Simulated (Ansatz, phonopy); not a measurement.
# How SiC (Moissanite 3C, F-43m) expands on warming, part 2 of 2

Wanted: α(T), C_P(T) and B(T) of SiC (Moissanite 3C) in the quasi-harmonic approximation.

Ansatz 0.2.0; DFT RPBE, scalar-relativistic, plane waves, PAW.

So far. Step 2 (A first coarse run): The start is under 6.5 GPa at this level and looks like an insulator or semiconductor on this mesh. Step 4 (Relaxing to small residual forces and stress): The residual pressure is -0.0019 GPa, small enough for phonons. The relaxed cell has a = 4.402 Å (conventional setting).

**5. The quasi-harmonic study**

The study relaxes the crystal at several strains, solves the phonons on some of them and minimises the free energy at each temperature (static energy, vibrations, the electrons in a metal, and PV under a set pressure); the q-mesh sets how far the force constants reach.

File input.yaml:

```yaml
crystal:
  lattice:
    - [0.0, 2.2008869856, 2.2008869856]
    - [2.2008869856, 0.0, 2.2008869856]
    - [2.2008869856, 2.2008869856, 0.0]
  atoms:
    - { symbol: Si, position: [0.0, 0.0, 0.0] }
    - { symbol: C, position: [0.25, 0.25, 0.25] }
kpoints:
  mp_grid: { grid: [12, 12, 12] }
hamiltonian:
  xc: rpbe
scf:
  occupations: { method: fixed }
output:
  eigenvalues: true
phonons:
  method: dfpt
  qmesh: [4, 4, 4]
  temperatures: { t_max: 1200.0, t_step: 50 }
  thermal_expansion: {}
```

Started as:

```sh
$ ansatz run input.yaml --threads 4 --pin off --max-ram 8192MiB --backend cpu --events-out ev --progress --plain --runs-dir out
```

Numbers of over 12 decimals in the logs are rounded to 6 here.

The log of the run:

```text
Warning: phonons: the dynamical matrix that this run interpolates holds no multipole term above the dipole-dipole one, and a site of this crystal is no centre of inversion, so its interpolated transverse optical and acoustic branches and sound speeds can stay off near Gamma, and the density of states and the thermodynamics with them. What a run solves at a wave vector of phonons.qpoints, Gamma apart, where the deck admits one, is free of this, and under fd what a larger phonons.supercell samples
[...]
Crystal: 2 atoms, lattice volume = 21.322 Å³
Basis set: ecut = 487.2 eV, 531 PW (Γ), exchange–correlation on 48×48×48 points (8 copies of the dense FFT grid, shifted against one another)
Bands: 8, of which v1, the nominal top of the filled ones, is band 4 counted from 1 (3 counted from 0)
Symmetry: 24 space group operations
[...]
k-points: 72 of 1728 (time reversal used)
[...]
SCF iter   1: F=—  HF=-891.485220 eV  |F-HF|=—  |Δ(HF+E_count)|=         —  Δρ=3.36e-3  dr2=1.57e-3  ethr=1.77e-3  ⟨swp⟩=4.7  Hψ=4076  notcnv=0  defer=127
[...]
SCF iter   7: F=-891.484902 eV  HF=-891.484902 eV  |F-HF|=0.00e0  |Δ(HF+E_count)|=  4.82e-10  Δρ=1.08e-7  dr2=2.46e-12  ethr=1.00e-12  ⟨swp⟩=7.1  Hψ=3295  notcnv=0
SCF 1 converged in 7 iterations: F = -891.484902 eV  dr2 = 2.46e-12
[...]
relax step   1: F+E_penalty+E_count = -891.48490166 eV  Δ(F+E_penalty+E_count) = +0.000e0 eV  max|allowed force component| = 3.886e-16 eV/Å  Δτ_max = 0.0000 Å  (7 SCF iters, accepted)
SCF converged after 7 iterations
Free energy (F): -891.484902 eV
[...]
Internal energy: -891.484902 eV  (E = F + TS)
E sigma→0 (E₀):  -891.484902 eV
Fermi energy:    9.208023 eV
[...]
--- Stress (GPa, compression-positive) ---
       -0.003360      -0.000000      -0.000000
       -0.000000      -0.003360       0.000000
       -0.000000       0.000000      -0.003360
  P = ⅓ Tr σ = -0.0034 GPa (-0.034 kbar)
--- Band table (eV; the first three rows and the last of 72) ---
[...]
── thermal expansion: 3 new cells, 3 in all ──
thermal expansion: relaxation of cell 2
thermal expansion: relaxation of cell 3
── thermal expansion: 2 new cells, 5 in all ──
thermal expansion: relaxation of cell 4
thermal expansion: lower-state search of cell 4
thermal expansion: phonons of cell 4
thermal expansion: relaxation of cell 5
thermal expansion: phonons of cell 5
── thermal expansion: 6 new cells, 11 in all ──
thermal expansion: relaxation of cell 6
thermal expansion: relaxation of cell 7
thermal expansion: relaxation of cell 8
thermal expansion: relaxation of cell 9
thermal expansion: relaxation of cell 10
thermal expansion: relaxation of cell 11
thermal expansion: phonons of cell 6
thermal expansion: phonons of cell 7
thermal expansion: phonons of cell 8
--- Relaxed structure (1 steps of the walk, 1 accepted, 0 SCFs on fresh bases) ---
  F+E_penalty+E_count = -891.48490166 eV   max|allowed force component| = 3.886e-16 eV/Å
  atoms:
    - { symbol: Si, position: [0.0, 0.0, 0.0] }
    - { symbol: C, position: [0.25, 0.25, 0.25] }
--- Thermal expansion: 11 cells in 3 rounds, 0 GPa ---
  no lower state was reached at cell 4
  without vibrations: a 3.11251, b 3.11251, c 3.11251 Å, V 21.3214 Å³, B 205.59 GPa
  at 0 K: a 3.12105, b 3.12105, c 3.12105 Å, V 21.4976 Å³, B 201.34 GPa
  zero-point expansion: a +0.275, b +0.275, c +0.275, V +0.826 %
      T/K        a/Å        b/Å        c/Å       V/Å³ | expansion of a, b, c, V (1e-6/K)   | that of V in the mean from 25 °C | C_P, C_V (J/mol K of the cell) | B_T, B_S (GPa)
     0.00    3.12105    3.12105    3.12105    21.4976 |    0.00    0.00    0.00    0.00 |    2.89 |     0.000     0.000 |   201.34   201.34
   150.00    3.12114    3.12114    3.12114    21.4994 |    0.73    0.73    0.73    2.18 |    5.23 |    10.971    10.969 |   201.18   201.21
   298.15    3.12195    3.12195    3.12195    21.5161 |    2.74    2.74    2.74    8.23 |       - |    27.999    27.947 |   200.07   200.45
   400.00    3.12299    3.12299    3.12299    21.5377 |    3.75    3.75    3.75   11.26 |    9.85 |    35.250    35.119 |   198.91   199.65
   550.00    3.12498    3.12498    3.12498    21.5788 |    4.64    4.64    4.64   13.93 |   11.58 |    41.293    41.020 |   196.96   198.28
   700.00    3.12729    3.12729    3.12729    21.6266 |    5.15    5.15    5.15   15.45 |   12.79 |    44.522    44.098 |   194.89   196.77
   850.00    3.12979    3.12979    3.12979    21.6785 |    5.47    5.47    5.47   16.42 |   13.68 |    46.428    45.852 |   192.76   195.18
  1000.00    3.13241    3.13241    3.13241    21.7331 |    5.70    5.70    5.70   17.11 |   14.37 |    47.661    46.931 |   190.59   193.56
  1150.00    3.13514    3.13514    3.13514    21.7899 |    5.88    5.88    5.88   17.64 |   14.94 |    48.521    47.636 |   188.39   191.89
  1200.00    3.13606    3.13606    3.13606    21.8092 |    5.93    5.93    5.93   17.80 |   15.11 |    48.755    47.817 |   187.66   191.34
  the static fit leaves 0.000 meV an atom of the energies and, of the stresses, 0.000 GPa of each cell's largest along a strain (root mean squares over the cells), whose Pulay part it has at -0.006 GPa
  vibrations' free energy: its fit leaves 0.0000 meV an atom at the most
  the electrons' free energy at temperature is not in it: every band gap is over 1.24 eV
  free energies summed between the sampled wave vectors
  estimated error of the fitted expansion in any direction: up to 0.019e-6/K, at 1200 K (an estimate, not a bound: it was exceeded on models of known expansion)
  by sums over the sampled wave vectors an expansion of the volume parts by up to 0.26e-6/K
  by a static energy of one degree less an expansion of the volume parts by up to 0.00e-6/K
  band gaps on the cells' k-points are 1.371 to 1.442 eV
```

Run time: 5.3 min. Hardware: 4 threads of Arm Neoverse V2, shared host; peak memory 1.1 GiB; 20 min of CPU time.

This step gave:

* pressure: -0.003360 GPa
* volume expansion coefficient at 298 K: 8.231 1e-6/K
* C_P at 298 K: 14 J/mol-atom/K
* entropy at 298 K: 8.880 J/mol-atom/K
* isothermal bulk modulus at 298 K: 200.1 GPa
* Grüneisen parameter at 298 K: 0.7635
* volume at 298 K: 10.76 Å³/atom
* principal linear expansion coefficients at 298 K: 2.744, 2.744, 2.744 1e-6/K

Strained cells of the study; zero-point energy where phonons were solved; the pressures are stresses at a fixed cutoff and can carry an offset from the finite basis. Expansion cells, by row:

```tsv
cell	|a| (Å)	|b| (Å)	|c| (Å)	V (Å³/atom)	E - E_lowest (meV/atom)	pressure, compression positive (GPa)	gap (eV)	zero-point energy (meV/atom)
1	3.113	3.113	3.113	10.66	0	-0.009	1.399	-
2	3.137	3.137	3.137	10.92	3.853	-4.695	1.421	-
3	3.088	3.088	3.088	10.41	3.964	5.142	1.376	-
4	3.113	3.113	3.113	10.66	0	-0.044	1.399	106.9
5	3.128	3.128	3.128	10.82	1.555	-3.028	1.413	105.2
6	3.123	3.123	3.123	10.77	0.748	-2.119	1.409	105.7
7	3.134	3.134	3.134	10.88	2.92	-4.11	1.419	104.6
8	3.145	3.145	3.145	11	6.487	-6.018	1.428	103.5
9	3.082	3.082	3.082	10.35	6.168	6.477	1.371	-
10	3.097	3.097	3.097	10.5	1.508	3.122	1.385	-
11	3.161	3.161	3.161	11.17	14.39	-8.731	1.442	-
```

Quasi-harmonic; a, b, c are the run's own cell vectors. Expansion, by row:

```tsv
T (K)	a (Å)	b (Å)	c (Å)	alpha (deg)	beta (deg)	gamma (deg)	cell volume (Å³/cell)	alpha_a (1e-6/K)	alpha_b (1e-6/K)	alpha_c (1e-6/K)	alpha_V (1e-6/K)	C_P (J/mol-atom/K)	C_V (J/mol-atom/K)	S (J/mol-atom/K)	B_T (GPa)	B_S (GPa)	Grueneisen	extrapolation	fit error (1e-6/K)
0	3.121	3.121	3.121	60	60	60	21.5	0	0	0	0	0	0	0	201.3	201.3	-	0	0
50	3.121	3.121	3.121	60	60	60	21.5	0.02	0.02	0.02	0.07	0.276	0.276	0.079	201.3	201.3	0.337	0	0
100	3.121	3.121	3.121	60	60	60	21.5	0.24	0.24	0.24	0.72	2.361	2.361	0.8	201.3	201.3	0.395	0	0
150	3.121	3.121	3.121	60	60	60	21.5	0.73	0.73	0.73	2.18	5.485	5.485	2.335	201.2	201.2	0.517	0	0
200	3.121	3.121	3.121	60	60	60	21.5	1.4	1.4	1.4	4.21	8.704	8.7	4.358	200.9	201	0.63	0	0
250	3.122	3.122	3.122	60	60	60	21.51	2.12	2.12	2.12	6.36	11.63	11.62	6.622	200.5	200.8	0.711	0	0
298.1	3.122	3.122	3.122	60	60	60	21.52	2.74	2.74	2.74	8.23	14	13.97	8.879	200.1	200.4	0.763	0	0
300	3.122	3.122	3.122	60	60	60	21.52	2.77	2.77	2.77	8.3	14.08	14.05	8.966	200.1	200.4	0.765	0	0
350	3.122	3.122	3.122	60	60	60	21.53	3.31	3.31	3.31	9.93	16.06	16.01	11.29	199.5	200.1	0.802	0	0.01
400	3.123	3.123	3.123	60	60	60	21.54	3.75	3.75	3.75	11.26	17.62	17.56	13.54	198.9	199.7	0.827	0	0.01
450	3.124	3.124	3.124	60	60	60	21.55	4.11	4.11	4.11	12.34	18.86	18.78	15.69	198.3	199.2	0.845	0	0.01
500	3.124	3.124	3.124	60	60	60	21.56	4.4	4.4	4.4	13.21	19.85	19.74	17.73	197.6	198.8	0.859	0	0.01
550	3.125	3.125	3.125	60	60	60	21.58	4.64	4.64	4.64	13.93	20.65	20.51	19.66	197	198.3	0.869	0	0.01
600	3.126	3.126	3.126	60	60	60	21.59	4.84	4.84	4.84	14.52	21.29	21.13	21.49	196.3	197.8	0.877	0	0.01
650	3.126	3.126	3.126	60	60	60	21.61	5.01	5.01	5.01	15.02	21.82	21.63	23.21	195.6	197.3	0.884	0	0.01
700	3.127	3.127	3.127	60	60	60	21.63	5.15	5.15	5.15	15.45	22.26	22.05	24.85	194.9	196.8	0.889	0	0.01
750	3.128	3.128	3.128	60	60	60	21.64	5.27	5.27	5.27	15.82	22.63	22.39	26.4	194.2	196.2	0.894	0	0.01
800	3.129	3.129	3.129	60	60	60	21.66	5.38	5.38	5.38	16.14	22.95	22.68	27.87	193.5	195.7	0.898	0	0.01
850	3.13	3.13	3.13	60	60	60	21.68	5.47	5.47	5.47	16.42	23.21	22.93	29.27	192.8	195.2	0.901	0	0
900	3.131	3.131	3.131	60	60	60	21.7	5.56	5.56	5.56	16.67	23.45	23.13	30.6	192	194.7	0.904	0	0
950	3.132	3.132	3.132	60	60	60	21.71	5.63	5.63	5.63	16.9	23.65	23.31	31.87	191.3	194.1	0.907	0	0.01
1000	3.132	3.132	3.132	60	60	60	21.73	5.7	5.7	5.7	17.11	23.83	23.46	33.09	190.6	193.6	0.909	0	0.01
1050	3.133	3.133	3.133	60	60	60	21.75	5.77	5.77	5.77	17.3	23.99	23.6	34.26	189.9	193	0.912	0	0.01
1100	3.134	3.134	3.134	60	60	60	21.77	5.83	5.83	5.83	17.48	24.13	23.72	35.38	189.1	192.4	0.914	0	0.01
1150	3.135	3.135	3.135	60	60	60	21.79	5.88	5.88	5.88	17.64	24.26	23.82	36.45	188.4	191.9	0.916	0	0.02
1200	3.136	3.136	3.136	60	60	60	21.81	5.93	5.93	5.93	17.8	24.38	23.91	37.49	187.7	191.3	0.918	0	0.02
```

The expansion coefficient by temperature; values in 1e-6/K:

```tsv
temperature (K)	volume	principal 1
0	0	0
50	0.07	0.02
100	0.72	0.24
150	2.18	0.73
200	4.21	1.4
250	6.36	2.12
298	8.23	2.74
300	8.3	2.77
350	9.93	3.31
400	11.3	3.75
450	12.3	4.11
500	13.2	4.4
550	13.9	4.64
600	14.5	4.84
650	15.0	5.01
700	15.4	5.15
750	15.8	5.27
800	16.1	5.38
850	16.4	5.47
900	16.7	5.56
950	16.9	5.63
1000	17.1	5.7
1050	17.3	5.77
1100	17.5	5.83
1150	17.6	5.88
1200	17.8	5.93
```

At 298 K the volume expansion is 8.23 × 10⁻⁶/K and B_T is 200 GPa. The program raised the cutoff to 487.2 eV by itself: with no cutoff typed, the study takes about 1.16 times the default for its relaxations and scales it with the volume for the phonons.

**6. Quasi-harmonic fit by phonopy**

This step: DFT RPBE, scalar-relativistic, plane waves, PAW (phonopy 4.10.0).

Numbers from this step:

| Property | Result |
| --- | --- |
| volume expansion coefficient at 300 K | 8.24 1e-6/K |
| isothermal bulk modulus at 300 K | 200.1 GPa |
| C_P at 300 K | 14.04 J/mol-atom/K |
| Grüneisen parameter at 300 K | 0.76 |

Energy (each curve on its own zero) against volume; values in meV/atom:

```tsv
volume (Å³/atom)	static	F at 0 K	F at 300 K	F at 1200 K
10.663	0	1.71	1.9	4.6
10.773	0.75	1.31	1.37	2.28
10.823	1.55	1.6	1.6	1.69
10.885	2.92	2.33	2.27	1.35
10.998	6.49	4.76	4.56	1.79
```

Phonopy-qha, vinet fit of F(V) at each temperature. Qha vinet, by row:

```tsv
T (K)	fitted volume (Å³/atom)	alpha_V (1e-6/K)	B_T (GPa)	C_P (J/mol-atom/K)	Grueneisen
100	10.75	0.85	201.4	2.304	0.4711
150	10.75	2.27	201.2	5.411	0.5398
200	10.75	4.23	201	8.639	0.6323
250	10.75	6.32	200.6	11.57	0.7069
300	10.76	8.24	200.1	14.04	0.7603
350	10.76	9.87	199.6	16.04	0.7976
400	10.77	11.21	199	17.61	0.8239
450	10.78	12.3	198.3	18.86	0.8429
500	10.78	13.18	197.7	19.86	0.8571
550	10.79	13.91	197	20.65	0.8679
600	10.8	14.51	196.3	21.3	0.8764
650	10.81	15.01	195.6	21.83	0.8832
700	10.81	15.44	194.9	22.27	0.8888
750	10.82	15.81	194.2	22.64	0.8935
800	10.83	16.13	193.5	22.95	0.8975
850	10.84	16.42	192.8	23.22	0.901
900	10.85	16.67	192	23.45	0.904
950	10.86	16.9	191.3	23.66	0.9068
1000	10.87	17.11	190.6	23.84	0.9093
1050	10.88	17.3	189.8	24	0.9115
1100	10.89	17.48	189.1	24.14	0.9136
```

Volume expansion coefficient against temperature; values in 1e-6/K:

```tsv
temperature (K)	phonopy-qha, Vinet	Ansatz's own study
100	0.85	0.72
150	2.27	2.18
200	4.23	4.21
250	6.32	6.36
300	8.24	8.3
350	9.87	9.93
400	11.2	11.3
450	12.3	12.3
500	13.2	13.2
550	13.9	13.9
600	14.5	14.5
650	15.0	15.0
700	15.4	15.4
750	15.8	15.8
800	16.1	16.1
850	16.4	16.4
900	16.7	16.7
950	16.9	16.9
1000	17.1	17.1
1050	17.3	17.3
1100	17.5	17.5
```

The fit gives a volume expansion of 8.24 × 10⁻⁶/K at 300 K, against 8.23 at 298 K from the study itself, whose static fit uses more cells.

**7. What came out**

```json
{
  "settings of these figures": "RPBE, 487.2 eV, k 12×12×12, q 4×4×4",
  "volume expansion coefficient at 298 K": "8.231 1e-6/K",
  "C_P at 298 K": "14 J/mol-atom/K",
  "entropy at 298 K": "8.880 J/mol-atom/K",
  "isothermal bulk modulus at 298 K": "200.1 GPa",
  "Grüneisen parameter at 298 K": "0.7635",
  "volume at 298 K": "10.76 Å³/atom",
  "principal linear expansion coefficients at 298 K": "2.744, 2.744, 2.744 1e-6/K"
}
```

In words: Near room temperature SiC (Moissanite 3C) expands by 8.23 × 10⁻⁶/K in volume by RPBE, with C_P = 14 J/(mol K) per mole of atoms and B_T = 200 GPa. C_P at room temperature is 56 % of the classical 3R an atom, so the stiffest modes are still partly frozen out. The interpolation has no quadrupole term, so branches near the zone centre are less sure, since this crystal has sites that are not centres of inversion. The PAW files were made for PBE and are used here under another functional, for which the program regenerates the frozen cores.

[Logs are printed without paths, hosts, clocks, repeated set-up lines and the standing remarks that a program may print on its own settings, such as how far it seeks lower states.]

[Hosts, paths, dates, database ids (printed as entryN), source tags and the programs' standing remarks are cut or masked in the printed files.]

[A step with changed settings may run another functional than the one named; its input shows which.]
